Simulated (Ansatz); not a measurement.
Rows from a G0W0 calculation on Ge3H (hydrogen-terminated (001) film, symmetric dihydride, 12 layers) (Ansatz 0.2.0; G0W0 on PBEsol, plane waves, PAW; PAW set soft_1; 4×4×1 mesh, 1366 empty bands, screening to 75 eV, PAW set soft_1 files), in eV. Spin-orbit coupling is left out.

```tsv
row	Σx	Σc	Vxc	Z
A	-15.41	0.96	-14.27	0.72
B	-15.39	1.44	-13.69	0.71
C	-7.70	-3.69	-11.53	0.73
D	-11.84	-3.30	-15.45	0.73
E	-9.84	-3.45	-13.52	0.73
F	-10.02	-3.47	-13.75	0.73
```

Question: Which rows are filled states and which are empty ones, and how can one tell?

Filled: A and B. Empty: C, D, E and F. The sign of Σc tells: for a filled state bare exchange, which holds its interaction with itself, lies below Vxc (Σx − Vxc is -1.1 eV or lower here) and screening gives part back as a positive Σc. For an empty state Σx lies above Vxc (+3.6 eV or more) and the Coulomb hole leaves Σc negative.

[Paths, hosts, dates, memory and timing lines, banners, echoed tables and standing remarks are left out of the program output.]

[Logs are printed without paths, hosts, clocks, repeated set-up lines and the standing remarks that a program may print on its own settings, such as how far it seeks lower states.]

[Runs of the session that timed out or met a known fault of the program may be left out.]

[Cells called generated may have been cut or substituted from an entry of the Crystallography Open Database or the Materials Project.]

[Hosts, paths, dates, database ids (printed as entryN), source tags and the programs' standing remarks are cut or masked in the printed files.]
